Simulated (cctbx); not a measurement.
# A disordered crystal of nominal Nb4C2N

Cell a = 4.4130 Å, b = 4.4130 Å, c = 8.8460 Å, α = 90.00°, β = 90.00°, γ = 90.00°; space group I4/mmm (no. 139); nominal formula Nb4C2N.

Simulated single-crystal data (cctbx): Mo Kα, λ = 0.71073 Å, to d = 0.75 Å, 95 % of the full sphere, strongest reflection 5000 counts, noise from counting, a 4 % proportional error and a noise floor of 2 counts (s.d.); no absorption.

With every site full:

```text
Rint 0.035, 81 unique reflections to 0.76 A
cycle     R1     wR2    GooF  max shift (A)
   1  0.0634  0.1161   3.679   0.00022
   2  0.0169  0.0421   1.335   0.00003
final R1 0.0170 wR2 0.0421 GooF 1.334  parameters 10  data/parameter 8.1
atom        x        y        z      Ueq    occ   su(xyz)  su(Uiso or U11)
Nb1    0.00000  0.50000  0.00000   0.0124  1.000  0.00000  0.0006
Nb2    0.00000  0.00000  0.25362   0.0153  1.000  0.00010  0.0005
N1     0.00000  0.00000  0.00000   0.0195  1.000  0.00000  0.0056
C1     0.00000  0.50000  0.25000   0.0192  1.000  0.00000  0.0046
difference map: max 0.78 min -1.09 rms 0.23
Q1    0.0000  0.4229  0.0000    8    0.78  0.34 A from Nb1
Q2    0.2295  0.2295  0.1669   16    0.61  1.62 A from Nb2
Q3    0.0000  0.2549  0.5000    8    0.55  1.08 A from Nb1
Q4    0.0701  0.4299  0.2500   16    0.50  0.44 A from C1
Q5    0.0000  0.5000  0.1954    8    0.50  0.48 A from C1
Q6    0.1145  0.2264  0.0000   16    0.44  1.12 A from N1
```

With the occupancies of the suspect sites free, each still typed as its main element:

```text
Rint 0.035, 81 unique reflections to 0.76 A
cycle     R1     wR2    GooF  max shift (A)
   1  0.0322  0.0640   2.043   0.00003
   3  0.0112  0.0258   0.822   0.00000
final R1 0.0112 wR2 0.0258 GooF 0.822  parameters 11  data/parameter 7.4
atom        x        y        z      Ueq    occ   su(xyz)  su(Uiso or U11)
Nb1    0.00000  0.50000  0.00000   0.0135  1.000  0.00000  0.0004
Nb2    0.00000  0.00000  0.25362   0.0140  0.938  0.00006  0.0003
N1     0.00000  0.00000  0.00000   0.0191  1.000  0.00000  0.0031
C1     0.00000  0.50000  0.25000   0.0228  1.000  0.00000  0.0027
su of occupancy Nb2: 0.004
difference map: max 0.54 min -0.57 rms 0.16
Q1    0.2283  0.2283  0.1682   16    0.59  1.61 A from Nb2
Q2    0.0000  0.2547  0.5000    8    0.39  1.08 A from Nb1
Q3    0.0000  0.1532  0.0000    8    0.38  0.68 A from N1
Q4    0.0000  0.4084  0.0000    8    0.34  0.40 A from Nb1
Q5    0.0000  0.0000  0.4410    4    0.32  1.66 A from Nb2
Q6    0.1207  0.1207  0.2715   16    0.27  0.77 A from Nb2
```

**Question.** What is the disorder?

X-rays count electrons. Nb2 refines to 0.938(0.004), or 38.5 electrons; the site truly holds 0.94 Nb, 38.5 electrons, which is 0.940 of Nb. A value under 1 can't tell vacancies from a lighter guest, and one over 1 needs a heavier guest; chemistry or a second radiation must settle which. Occupancy correlates with U and the scale, so the match is approximate.

Freeing them takes R1 from 0.0170 to 0.0112 and GooF from 1.33 to 0.82.

This is a model crystal, built by substitution and not relaxed, with assumed displacement parameters.

[Middle refinement cycles are left out of these outputs.]

[Logs are printed without paths, hosts, clocks, repeated set-up lines and the standing remarks that a program may print on its own settings, such as how far it seeks lower states.]
